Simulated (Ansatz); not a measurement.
# TaAgS3 (model cell, started as cubic perovskite with Ta in the octahedra): from the cell to its phonons

Wanted: vibrations and spectra of TaAgS3 (model cell, started as cubic perovskite with Ta in the octahedra); the cell is already relaxed. After the zone centre comes a 2×2×2 q mesh on a 8×8×8 k mesh.

Calculated with Ansatz 0.2.0; DFT PBE, scalar-relativistic, plane waves, PAW.

The structure was built from a prototype and need not be the compound's stable phase.

**1. The structure**

It takes space group Pm-3m (No. 221, cubic). Conventional cell: a = 4.812 Å, b = 4.812 Å, c = 4.812 Å, α = 90.00°, β = 90.00°, γ = 90.00°. Nearest to Ag lie 12 S at 3.40 Å. Ta has 6 S at 2.41 Å nearest. Nearest to S lie 2 Ta at 2.41 Å. Farther neighbours and most contacts between anions are not listed.

**2. Modes at Γ**

The cell comes from relaxations at this level that are not shown. The zone centre comes first: it holds the modes that light can see, as far as symmetry allows. No field response is asked, since the mesh shows no gap.

Input file input.yaml:

```yaml
crystal:
  lattice:
    - [4.8116307016, 0.0, 0.0]
    - [0.0, 4.8116307016, 0.0]
    - [0.0, 0.0, 4.8116307016]
  atoms:
    - { symbol: Ag, position: [0.0, 0.0, 0.0] }
    - { symbol: Ta, position: [0.5, 0.5, 0.5] }
    - { symbol: S, position: [0.5, 0.5, 0.0] }
    - { symbol: S, position: [0.5, 0.0, 0.5] }
    - { symbol: S, position: [0.0, 0.5, 0.5] }
kpoints:
  mp_grid: { grid: [8, 8, 8] }
hamiltonian:
  xc: pbe
scf:
  occupations: { method: methfessel_paxton, width: 0.2 }
output:
  eigenvalues: true
phonons:
  method: dfpt
```

Command:

```console
> ansatz run input.yaml --threads 8 --pin off --max-ram 14336MiB --backend cpu --events-out ev --progress --plain --runs-dir out
```

Numbers of over 12 decimals in the logs are rounded to 6 here.

The log of the run:

```text
zone centre: on kpoints.mp_grid the ground state, and the responses unless they are solved on pairs of k-points, stand on 125 of the mesh's 512 k-points, reduced under 8 symmetry operations, with k and −k counted as one. Each operation leaves every solved displacement unchanged or reverses it
Engine: ansatz 0.2.0, aarch64-unknown-linux-gnu
Pseudopotentials: kind: paw
Pseudopotential: Ag, paw, valence charge 19, recommended cutoff 420 eV (normal), Ag.paw.azcp
Pseudopotential: Ta, paw, valence charge 13, recommended cutoff 420 eV (normal), Ta.paw.azcp
Pseudopotential: S, paw, valence charge 6, recommended cutoff 420 eV (normal), S.paw.azcp
Functional definition: PBE
  parameter kappa = 0.804
  parameter beta = 0.066725
  exchange = pbe_x(kappa = kappa, mu = beta*pi^2/3)
  correlation = pbe_c(beta = beta)
Crystal: 5 atoms, lattice volume = 111.398 Å³
Basis set: ecut = 420 eV, 2109 PW (Γ), exchange–correlation on 72×72×72 points (8 copies of the dense FFT grid, shifted against one another)
Bands: 30, of which v1, the nominal top of the filled ones, is band 25 counted from 1 (24 counted from 0)
Symmetry: 48 space group operations
k-points: 125 of 512 (irreducible under 8 space group operations)
Non-local potential: Ag, projectors of the file, l = 0: 3, l = 1: 2, l = 2: 2, l = 3: 1
Non-local potential: Ta, projectors of the file, l = 0: 3, l = 1: 2, l = 2: 2, l = 3: 1
Non-local potential: S, projectors of the file, l = 0: 2, l = 1: 2, l = 2: 2
PAW form: soft (Blöchl's): semilocal exchange-correlation on the pseudo side does not see the compensation charge
PAW one-centre angular grid: Ag, 590 points (default); XC on 64 Gauss nodes
PAW one-centre angular grid: Ta, 590 points (default); XC on 64 Gauss nodes
PAW one-centre angular grid: S, 110 points (default); XC on 64 Gauss nodes
Initial density: superposition of atomic densities (neutral atoms: chi_scale 0, normalization atom), corrected by the library's trained network
Initial wavefunctions: pseudopotential atomic-orbital guess
Functional: x = pbe(κ = 0.804, μ = 0.219515), c = pbe(β = 0.066725)
SCF iter   1: F=—  HF=-20230.231046 eV  |F-HF|=—  |Δ(HF+E_count)|=         —  Δρ=3.86e-3  dr2=1.98e-2  ethr=1.77e-3  ⟨swp⟩=5.1  Hψ=14460  notcnv=0
preconditioner: auto → Kerker (q_TF=auto, 2.387 Å⁻¹)  [metal: Δε(μ)=0.122 eV  Ē_g=6.763 eV  σ=0.200 eV  W_gap=0.47  n_scr=26 (ndim 8)  ℏωp=20.5 eV  f_vac=0.005  D(μ)=1.38/eV (n_scr^D=6)]
SCF iter   2: F=—  HF=-20230.229477 eV  |F-HF|=—  |Δ(HF+E_count)|=   1.57e-3  S|Δr|=    0.00e0  Δρ=2.10e-3  dr2=8.77e-3  ethr=3.95e-5  ⟨swp⟩=1.9  Hψ=5247  notcnv=0
SCF iter   3: F=—  HF=-20230.227260 eV  |F-HF|=—  |Δ(HF+E_count)|=   2.22e-3  S|Δr|=    0.00e0  Δρ=5.21e-4  dr2=1.07e-3  ethr=1.75e-5  ⟨swp⟩=2.3  Hψ=5142  notcnv=0
SCF iter   4: F=—  HF=-20230.226995 eV  |F-HF|=—  |Δ(HF+E_count)|=   2.65e-4  S|Δr|=    0.00e0  Δρ=1.95e-4  dr2=4.77e-5  ethr=2.15e-6  ⟨swp⟩=2.0  Hψ=5185  notcnv=0
SCF iter   5: F=—  HF=-20230.226993 eV  |F-HF|=—  |Δ(HF+E_count)|=   1.85e-6  S|Δr|=    0.00e0  Δρ=7.29e-5  dr2=4.98e-6  ethr=9.55e-8  ⟨swp⟩=2.2  Hψ=5925  notcnv=0
SCF iter   6: F=—  HF=-20230.226985 eV  |F-HF|=—  |Δ(HF+E_count)|=   7.77e-6  S|Δr|=    0.00e0  Δρ=2.09e-5  dr2=3.08e-7  ethr=9.97e-9  ⟨swp⟩=2.0  Hψ=6546  notcnv=0
SCF iter   7: F=—  HF=-20230.226992 eV  |F-HF|=—  |Δ(HF+E_count)|=   7.14e-6  S|Δr|=    0.00e0  Δρ=5.34e-6  dr2=2.73e-8  ethr=6.17e-10  ⟨swp⟩=2.0  Hψ=6318  notcnv=0
SCF iter   8: F=—  HF=-20230.226992 eV  |F-HF|=—  |Δ(HF+E_count)|=   3.40e-8  S|Δr|=    0.00e0  Δρ=1.13e-6  dr2=2.05e-9  ethr=5.46e-11  ⟨swp⟩=2.0  Hψ=5638  notcnv=0
SCF iter   9: F=—  HF=-20230.226992 eV  |F-HF|=—  |Δ(HF+E_count)|=   2.95e-9  S|Δr|=    0.00e0  Δρ=3.61e-7  dr2=1.62e-10  ethr=4.10e-12  ⟨swp⟩=2.0  Hψ=5654  notcnv=0
SCF iter  10: F=-20230.226992 eV  HF=-20230.226992 eV  |F-HF|=1.09e-11  |Δ(HF+E_count)|=  1.60e-10  S|Δr|=    0.00e0  Δρ=6.34e-8  dr2=4.47e-12  ethr=1.00e-12  ⟨swp⟩=6.6  Hψ=19817  notcnv=0
SCF 1 converged in 10 iterations: F = -20230.226992 eV  dr2 = 4.47e-12
  greatest PAW one-centre occupation: 1.000 electrons in one spin orbital (limit 2), on the Ag atom at site 0 (counted from 0), in its partial waves of l = 0
DFPT response loops at Γ: preconditioner auto → Kerker (q_TF=auto, 2.387 Å⁻¹) (partly filled bands, converged f_vac=0.007); β = 1.00, the filter's whole step (`scf.mixing.beta` (0.50) is not read by the response loops under this deck's `scf.mixing.preconditioner`; to damp them name `kerker` or `kerker_dos`, under which they read `scf.mixing.beta`, and type it under 1.00, their step now; both keys bind the ground state too); Broyden in place of MSR1
SCF converged after 10 iterations
Stability not checked: this state was not tested for a lower state beside it, because cold or Methfessel-Paxton smearing, or corrected tetrahedra, fill the levels in a way that the test cannot read (fill_not_monotonic; see scf.lower_state_search)
Free energy (F): -20230.226992 eV
Harris-Foulkes:  -20230.226992 eV  (|F-HF|=1.09e-11)
Internal energy: -20230.232866 eV  (E = F + TS)
E sigma→0 (E₀):  -20230.228461 eV
Entropy (-TS):   0.005874 eV (1.175 meV/atom)
Fermi energy:    8.216283 eV
Step filling:    the computed levels leave a gap of 0.1150 eV = 0.6 smearing widths at the electron count; against every level under it full and every level over it empty, smearing changes F+E_penalty+E_count by +4.171 meV and its σ→0 estimate by +2.702 meV
--- Per-component energies (eV) ---
  E_band       = -610.306387
  E_kinetic    = 1211.642151
  E_local      = -4592.372523  (includes V_loc(G=0)·N_el)
  E_nonlocal   = 183.849414
  E_hartree    = 1913.650626
  E_xc         = -690.491443
  E_vxc        = -695.400564  (∫ρ·V_xc dr)
  E_paw        = -14103.400509  (= ΣΔE_a)
  E_vpaw       = -545.326549  (= ΣTr[D̂ρ^β])
  E_aug_tail   = 0.000458  (compensation charges beyond the density's cutoff)
  E_ewald      = -4153.111040
  E_smearing   = 0.005874  (= −TS)
  E_closure    = 0.000000  (closes the sum)
  Σ components = -20230.226992   (vs F -20230.226992, Δ=0.00e0)
--- Band table (eV; the first three rows and the last of 125) ---
  k-point 0: bands = [... 21 lower, 6.8992, 7.4141, 7.4141, 7.4141, 7.6673, 7.6673, 7.6673, 8.3374, ... 1 higher]
  k-point 1: bands = [... 21 lower, 6.7573, 6.9044, 7.2635, 7.2635, 7.6652, 8.3870, 8.3870, 8.6772, ... 1 higher]
  k-point 2: bands = [... 21 lower, 5.9583, 6.9157, 7.3327, 7.3327, 7.6602, 9.3381, 9.3381, 9.4120, ... 1 higher]
  k-point 124: bands = [... 21 lower, 5.0174, 8.2501, 8.2501, 8.2501, 8.3413, 10.9003, 10.9003, 10.9003, ... 1 higher]
--- Phonons (Γ-DFPT): 4 representative perturbations + reference, on 125 of 512 k-points (Σ response iterations 12) ---
  k mesh reduced under 8 symmetry operations, with k and −k counted as one. Each operation leaves every solved displacement unchanged or reverses it
  ASR residual: 7.115e-5 → 0.000e0 eV/Å²; symmetrization residual: 4.893e-6 eV/Å²
  ASR residual per site (eV/Å²): 7.12e-5 6.26e-5 6.24e-5 6.24e-5 6.24e-5
  Γ frequencies (cm⁻¹): -127.31 -127.31 -127.31 -86.25 -86.25 -86.25 -35.28 -35.28 -35.28 0.00 0.00 0.00 338.73 338.73 338.73
  non-analytic LO–TO correction: not included (Born effective charges unavailable; polar crystals: no LO–TO splitting at Γ)
```

Run time: 51 s. Hardware: 8 threads of Arm Neoverse N1, shared host; peak memory 1.7 GiB.

In the SCF lines HF is the Harris–Foulkes energy and dr2 the Hartree energy of the density residual, in eV; the loop may stop once dr2 is under the threshold and the program's other checks hold. Hψ counts applications of the Hamiltonian.

This step gave:

| Quantity | Value |
| --- | --- |
| volume per atom | 22.28 Å³ |
| gap on the k-mesh | 0 eV |
| sum-rule residual before enforcement | 7.12e-5 eV/Å² |
| point group | m-3m |
| highest optical mode at the zone centre (no LO-TO term) | 338.7 cm⁻¹ |
| lowest optical zone-centre mode | -127.3 cm⁻¹ |

Patterns of degenerate modes are one choice out of their space. Modes at Γ, with each element's share of the kinetic energy (negative means imaginary):

```csv
mode,frequency (cm⁻¹),symmetry,Ag %,Ta %,S %
1,-127.3,T2u,0,0,100
2,-127.3,T2u,0,0,100
3,-127.3,T2u,0,0,100
4,-86.2,T1u,31,2,66
5,-86.2,T1u,31,2,66
6,-86.2,T1u,31,2,66
7,-35.3,T1u,41,49,10
8,-35.3,T1u,41,49,10
9,-35.3,T1u,41,49,10
10,0.0,acoustic,28,47,25
11,0.0,acoustic,28,47,25
12,0.0,acoustic,28,47,25
13,338.7,T1u,0,2,98
14,338.7,T1u,0,2,98
15,338.7,T1u,0,2,98
```

Displacements in mode 1 (-127.3 cm⁻¹), the largest set to 1:
```
Ag1  0.00  0.00  0.00
Ta2  0.00  0.00  0.00
S3   0.05  0.35  0.00
S4  -0.05  0.00  1.00
S5   0.00 -0.35 -1.00
```

Displacements in mode 14 (338.7 cm⁻¹), the largest set to 1:
```
Ag1  0.00  0.00  0.00
Ta2  0.00  0.05 -0.06
S3   0.00  0.26  1.00
S4   0.00 -0.81 -0.32
S5   0.00  0.26 -0.32
```

Before it was imposed, the acoustic sum rule was missed by 7.1e-5 eV/Å². Small misses are needed for a sound result but don't prove that mesh and cutoff are converged. The lowest optical mode is imaginary, 127.3i cm⁻¹, so the energy falls along it.

**3. Response at finite wavevector**

Stability and thermal properties need the whole zone. Linear response on a 2×2×2 q mesh gives force constants as far as a supercell of that size would.

Changes to input.yaml since step 2:

```diff
@@ -21 +21,8 @@
   method: dfpt
+  qmesh: [2, 2, 2]
+  temperatures: { t_max: 1000, t_step: 50 }
+  qpath:
+    path:
+      - [[0.0, 0.0, 0.0], [0.0, 0.5, 0.0], [0.5, 0.5, 0.0], [0.0, 0.0, 0.0], [0.5, 0.5, 0.5], [0.0, 0.5, 0.0]]
+      - [[0.5, 0.5, 0.5], [0.5, 0.5, 0.0]]
+    npoints: 10
```

The log of the run:

```text
[...]
Crystal: 5 atoms, lattice volume = 111.398 Å³
Basis set: ecut = 420 eV, 2109 PW (Γ), exchange–correlation on 72×72×72 points (8 copies of the dense FFT grid, shifted against one another)
Bands: 30, of which v1, the nominal top of the filled ones, is band 25 counted from 1 (24 counted from 0)
[... 1 set-up line as in the run before ...]
k-points: 35 of 512
[...]
SCF iter   1: F=—  HF=-20230.230972 eV  |F-HF|=—  |Δ(HF+E_count)|=         —  Δρ=3.86e-3  dr2=1.98e-2  ethr=1.77e-3  ⟨swp⟩=5.1  Hψ=4046  notcnv=0
[...]
SCF iter  10: F=-20230.226992 eV  HF=-20230.226992 eV  |F-HF|=3.64e-12  |Δ(HF+E_count)|=  1.60e-10  S|Δr|=    0.00e0  Δρ=6.41e-8  dr2=4.57e-12  ethr=1.00e-12  ⟨swp⟩=6.3  Hψ=5450  notcnv=0
SCF 1 converged in 10 iterations: F = -20230.226992 eV  dr2 = 4.57e-12
[...]
iter 1 solved again at ethr=3.98e-7 eV; its pass at ethr=3.10e-3 eV (dr2=1.99e-4 eV) is discarded
SCF iter   1: F=—  HF=-20230.226992 eV  |F-HF|=—  |Δ(HF+E_count)|=         —  Δρ=1.16e-6  dr2=2.66e-9  ethr=3.98e-7  ⟨swp⟩=3.0  Hψ=6813  notcnv=0
eigensolver tolerance schedule: the retry pair's looser diagonalisation over-reported the residual by 74806.42 of it (diagonalisation noise at an unbounded share of the residual, at the tolerance the schedule requests for it); recorded, not acted on — ethr = c·dr2/N_el stays at c = 1.0e-1
[...]
SCF iter   2: F=—  HF=-20230.226992 eV  |F-HF|=—  |Δ(HF+E_count)|=   7.53e-7  S|Δr|=    0.00e0  Δρ=4.94e-7  dr2=5.10e-10  ethr=5.33e-12  ⟨swp⟩=3.8  Hψ=2764  notcnv=0
[...]
SCF iter   5: F=-20230.226992 eV  HF=-20230.226992 eV  |F-HF|=1.09e-11  |Δ(HF+E_count)|=    0.00e0  S|Δr|=    0.00e0  Δρ=4.44e-8  dr2=3.60e-12  ethr=1.00e-12  ⟨swp⟩=2.1  Hψ=2648  notcnv=0
SCF 2 converged in 5 iterations: F = -20230.226992 eV  dr2 = 3.60e-12
phonons: the bands overlap, so this run is a metal and interpolates without the dipole-dipole term. If the crystal is really an insulator or semiconductor, its LO-TO splitting is missing
NSCF: frozen V_eff on 35 k-points
[...]
DFPT response loops at q = (0, 0, 0) (fractional): preconditioner auto → Kerker (q_TF=auto, 2.387 Å⁻¹) (partly filled bands, converged f_vac=0.007); β = 1.00, the filter's whole step (`scf.mixing.beta` (0.50) is not read by the response loops under this deck's `scf.mixing.preconditioner`; to damp them name `kerker` or `kerker_dos`, under which they read `scf.mixing.beta`, and type it under 1.00, their step now; both keys bind the ground state too); Broyden in place of MSR1
[...]
SCF converged after 10 iterations
[...]
Free energy (F): -20230.226992 eV
[...]
Internal energy: -20230.232866 eV  (E = F + TS)
E sigma→0 (E₀):  -20230.228461 eV
Entropy (-TS):   0.005874 eV (1.175 meV/atom)
Fermi energy:    8.216283 eV
[...]
--- Band table (eV; the first three rows and the last of 35) ---
  k-point 0: bands = [... 21 lower, 6.8992, 7.4141, 7.4141, 7.4141, 7.6673, 7.6673, 7.6673, 8.3374, ... 1 higher]
  k-point 1: bands = [... 21 lower, 6.7573, 6.9044, 7.2635, 7.2635, 7.6652, 8.3870, 8.3870, 8.6772, ... 1 higher]
  k-point 2: bands = [... 21 lower, 5.9583, 6.9157, 7.3327, 7.3327, 7.6602, 9.3381, 9.3381, 9.4120, ... 1 higher]
  k-point 34: bands = [... 21 lower, 5.0174, 8.2501, 8.2501, 8.2501, 8.3413, 10.9003, 10.9003, 10.9003, ... 1 higher]
--- Phonons (Γ-DFPT): 4 representative perturbations + reference (Σ response iterations 12) ---
  ASR residual: 7.159e-5 → 0.000e0 eV/Å²; symmetrization residual: 4.782e-6 eV/Å²
  ASR residual per site (eV/Å²): 7.16e-5 6.22e-5 6.28e-5 6.28e-5 6.28e-5
[...]
--- Phonons (arbitrary-q DFPT): 4 irreducible q on the 2×2×2 mesh ---
  q = [0.0000, 0.0000, 0.0000] (star 1, of the zone-centre solve; hermiticity 8.78e-7, symmetrization 7.13e-12): -127.31 -127.31 -127.31 -86.25 -86.25 -86.25 -35.28 -35.28 -35.28 -0.00 -0.00 0.00 338.73 338.73 338.73
  q = [0.0000, 0.0000, -0.5000] (star 3, 9 solved perturbations in 975 linear systems a pass and spin channel, the states on 125 of 512 k-point pairs; hermiticity 5.96e-7, symmetrization 9.54e-13): -97.53 -60.23 -60.23 -55.68 -55.68 -38.10 -36.08 -36.08 107.43 107.43 108.56 183.19 334.28 334.28 440.88
[...]
sum rule: each row above includes the acoustic sum rule's correction from the zone centre's row sums; it moved no ω² by more than (0.73 cm⁻¹)²
  mesh force constants: q→R imaginary residual 3.24e-18; ASR residual 7.159e-5 → 0.000e0 eV/Å²; symmetrization residual 2.309e-14 eV/Å²
  interpolated dispersion: 62 rows × 15 modes
  density of states and harmonic sums: on the 14×14×14 q-mesh, interpolated from the force constants of a 2×2×2 supercell (no non-analytic term)
  largest difference from the sums on the solved wave vectors: F 3.16e-1 eV, S 4.22e-4 and C_V 1.08e-4 eV/K
  zero-point energy: 0.104796 eV/cell   skipped modes (ω ≤ 0): 759, of them read as no rigid motion or as one in doubt: 756 (6.137e0 modes/cell left out, lowest -181.12 cm⁻¹)   left out of the sums: 4.09e-1 of the cell's modes: C_V's classical limit lies that fraction below 3 k_B per atom; for a crystal, a wire or a layer, F and S can be off by more, and a phonons.interpolated_qmesh denser along its periods is the remedy for the sampling
```

Wall time 3.9 min (8 threads); peak memory 1.5 GiB.

This step gave:

```
sum-rule residual before enforcement                    : 7.16e-5 eV/Å²
lowest frequency on the path                            : -181.1 cm⁻¹
highest frequency on the path or at a solved wavevector : 501.7 cm⁻¹
lowest mode on the q mesh (acoustic modes at Γ apart)   : -181.1 cm⁻¹
```

Frequencies (cm⁻¹) solved at each irreducible wavevector; negative means imaginary. Frequencies by wavevector, by row:

```csv
q in reciprocal lattice units,star,mode 1,mode 2,mode 3,mode 4,mode 13,mode 14,mode 15
0 0 0,1,-127.3,-127.3,-127.3,-86.2,338.7,338.7,338.7
0 0 -0.5,3,-97.5,-60.2,-60.2,-55.7,334.3,334.3,440.9
0 -0.5 -0.5,3,-181.1,-55.8,-55.8,-48.8,192.1,330.9,476.5
-0.5 -0.5 -0.5,1,-173.7,-173.7,-173.7,-136.9,192.3,192.3,501.7
```

Interpolated from a 2×2×2 q mesh. Phonon branches along the path, in cm⁻¹:

```csv
point,branch 1,branch 2,branch 3,branch 4,branch 12,branch 13,branch 14,branch 15
Γ,-127,-127,-127,-86,0,339,339,339
halfway,-113,-94,-94,-64,124,337,337,389
X,-98,-60,-60,-56,183,334,334,441
halfway,-147,-56,-52,-51,192,270,333,460
M,-181,-56,-56,-49,184,192,331,476
halfway,-135,-60,-58,-55,158,302,335,427
Γ,-127,-127,-127,-86,0,339,339,339
halfway,-135,-111,-111,-52,172,279,279,461
R,-174,-174,-174,-137,192,192,192,502
halfway,-148,-121,-112,-53,195,227,251,484
X,-98,-60,-60,-56,183,334,334,441
jump to R,-174,-174,-174,-137,192,192,192,502
halfway,-177,-127,-127,-53,185,192,204,496
M,-181,-56,-56,-49,184,192,331,476
```

Tetrahedra on a 14×14×14 mesh, mean over bins of 10 cm-1. Interpolated from a 2×2×2 q mesh. The phonon density of states by wavenumber; read off at these points:

```csv
wavenumber (cm⁻¹),phonon density of states (1/cm⁻¹/cell)
-185,9.0e-5
-155,0.0181
-115,0.0206
-85,0.0260
-55,0.207
-25,0.0159
15,0.0136
45,0.0225
75,0.0304
115,0.0432
145,0.0403
155,0.0446
175,0.025
185,0.0472
205,0.00672
245,0.00675
275,0.00908
305,0.0146
335,0.0343
345,3.5e-4
375,0.00149
405,0.00298
435,0.00708
475,0.0147
505,0.0013
```

The partial phonon density of states has structure finer than the step of the table below, so its rows give means over 25 cm⁻¹, whole bins alone (the curve runs from -189 to 526 cm⁻¹). Peaks (cm⁻¹: height): Ag -53.8: 0.167; S -130.3: 0.0328, -98.8: 0.0342, -67.3: 0.0217, 126.1: 0.0242, 189.1: 0.0452, 333.0: 0.0332, 472.4: 0.0142; Ta -35.8: 0.0171, 27.1: 0.0267, 76.6: 0.0217, 153.1: 0.0235.

Phonopy on the run's constants, 11x11x11 mesh, Gaussian sigma 5.1 cm-1. Interpolated from a 2×2×2 q mesh. Table of partial phonon density of states by wavenumber; means over each step; values in 1/cm⁻¹/cell:

```csv
wavenumber (cm⁻¹),Ag,S,Ta
-175,0,0.00976,7.4e-6
-150,9.0e-6,0.0180,5.6e-5
-125,2.4e-5,0.0240,1.3e-4
-100,4.7e-4,0.0239,4.4e-4
-75,0.0132,0.0191,3.9e-4
-50,0.0958,0.0119,0.00601
-25,0.00353,0.00522,0.00675
0,6.3e-4,0.00178,0.00185
25,0.00252,0.00896,0.0168
50,0.00145,0.00896,0.00430
75,8.5e-4,0.0143,0.0164
100,6.1e-4,0.0204,0.0143
125,4.4e-4,0.0214,0.0182
150,3.3e-4,0.0197,0.0210
175,1.8e-4,0.0262,0.00895
200,4.4e-5,0.0215,0.00272
225,0,0.00531,2.0e-4
250,0,0.00649,1.9e-4
275,0,0.00920,2.7e-4
300,0,0.0122,2.7e-4
325,0,0.0273,6.3e-4
350,0,0.00518,1.1e-4
375,0,0.00157,1.4e-5
400,0,0.00269,1.5e-5
425,0,0.00515,1.9e-5
450,0,0.0108,2.0e-5
475,0,0.0130,1.8e-5
500,0,0.00595,5.7e-6
```

Symmetry leaves 4 wavevectors to solve. The lowest mode among them, the acoustic zeros apart, lies at q = (0, -0.5, -0.5) and is imaginary, 181.1i cm⁻¹, so the energy falls along it.

**4. Summary of results**

| Property | Result |
| --- | --- |
| space group (within 0.01 Å) | Pm-3m |
| volume per atom | 22.3 Å³ |
| electronic character | no gap on this mesh |
| highest optical mode at the zone centre (no LO-TO term) | 339 cm⁻¹ |
| lowest optical zone-centre mode | -127 cm⁻¹ |
| lowest mode on the q mesh (acoustic modes at Γ apart) | -181 cm⁻¹ |
| highest frequency on the path or at a solved wavevector | 502 cm⁻¹ |
| imaginary modes on the 2×2×2 q mesh | yes |

**Reading.** Modes are clearly imaginary (beyond 10i cm⁻¹) at 4 of the 4 irreducible wavevectors, most at q = (0, -0.5, -0.5) (181.1i cm⁻¹), so this structure is not a minimum of the energy. The optical modes at Γ span -127 to 339 cm⁻¹ (negative means imaginary). The highest mode in this list at Γ, 338.7 cm⁻¹, is mostly motion of S (98 % of the kinetic energy). With no gap, or one that is small against the smearing, the frequencies hang on the k mesh and the smearing, most of all near Kohn anomalies. Spin-orbit coupling is left out, which can matter for the heavy elements here. The starting cell was built on a prototype and not taken from a measurement, so the phase need not exist. These are harmonic frequencies at zero temperature: anharmonic shifts, linewidths and thermal expansion are left out.

[Logs are printed without paths, hosts, clocks, repeated set-up lines and the standing remarks that a program may print on its own settings, such as how far it seeks lower states.]

[Hosts, paths, dates, database ids (printed as entryN), source tags and the programs' standing remarks are cut or masked in the printed files.]
